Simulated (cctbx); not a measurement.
**What resolution and counting buy: ZnMoS3**

Space group Pnma (no. 62), a = 6.2500 Å, b = 9.2900 Å, c = 6.3880 Å, α = 90.00°, β = 90.00°, γ = 90.00°.

```
atom  mult.       x       y       z  Ueq (Å²)
 Mo1      4       0       0     1/2    0.0095
 Zn1      4  0.9683     1/4  0.9894    0.0125
  S1      8  0.8234  0.9304  0.8299    0.0166
  S2      4  0.4069     3/4  0.1306    0.0132
```

The model is made up (kin elements in a known structure type, no relaxation), so it says nothing on whether the phase exists.

Five simulated data sets (cctbx; Mo Kα, λ = 0.71073 Å; 4 % proportional error) differ in resolution or exposure (noise floor 15 counts in the first three, 8 in the last two). Each is refined with the right model, isotropic at 1.1 Å and anisotropic otherwise. How do the figures of merit and the uncertainties move?

| d min (Å) | top counts | ⟨I/σ⟩ (unmerged, absences included) | unique | param. (scale apart) | Rint | R1 | GooF | largest s.u. xyz (fractional) | s.u. U of S1 (Å²) | largest error (Å) |
| --- | --- | --- | --- | --- | --- | --- | --- | --- | --- | --- |
| 1.1 | 20000 | 10.5 | 157 | 11 | 0.034 | 0.0170 | 1.39 | 0.00037 | 0.0006 | 0.0029 |
| 0.84 | 20000 | 9.7 | 350 | 27 | 0.038 | 0.0122 | 0.91 | 0.00016 | 0.0003 | 0.0008 |
| 0.6 | 20000 | 7.6 | 944 | 27 | 0.047 | 0.0179 | 0.91 | 0.00010 | 0.0002 | 0.0011 |
| 0.75 | 300 | 1.1 | 487 | 27 | 0.360 | 0.0877 | 0.97 | 0.00189 | 0.0034 | 0.0198 |
| 0.75 | 3000 | 4.8 | 487 | 27 | 0.073 | 0.0273 | 0.97 | 0.00034 | 0.0006 | 0.0026 |

The number of reflections grows roughly as 1/d³: 157, 350 and 944 here. R1 follows the noise rather than the truth: at 300 counts it is 0.0877, at 3000 counts 0.0273, while GooF is 0.97 and 0.97: the weights 1/σ² carry the noise. The s.u. of U (U11 where anisotropic) for S1 goes 0.0006, 0.0003, 0.0002 Å² with resolution and 0.0034, 0.0006 Å² with exposure.

The 1.1 Å row also differs in its displacement model, so it isn't a clean test of resolution.

Hardware for the 0.6 Å refinement: 0.59 s on 1 thread of Arm Neoverse N1, on a shared host, peak memory 0.09 GiB.

[Logs are printed without paths, hosts, clocks, repeated set-up lines and the standing remarks that a program may print on its own settings, such as how far it seeks lower states.]
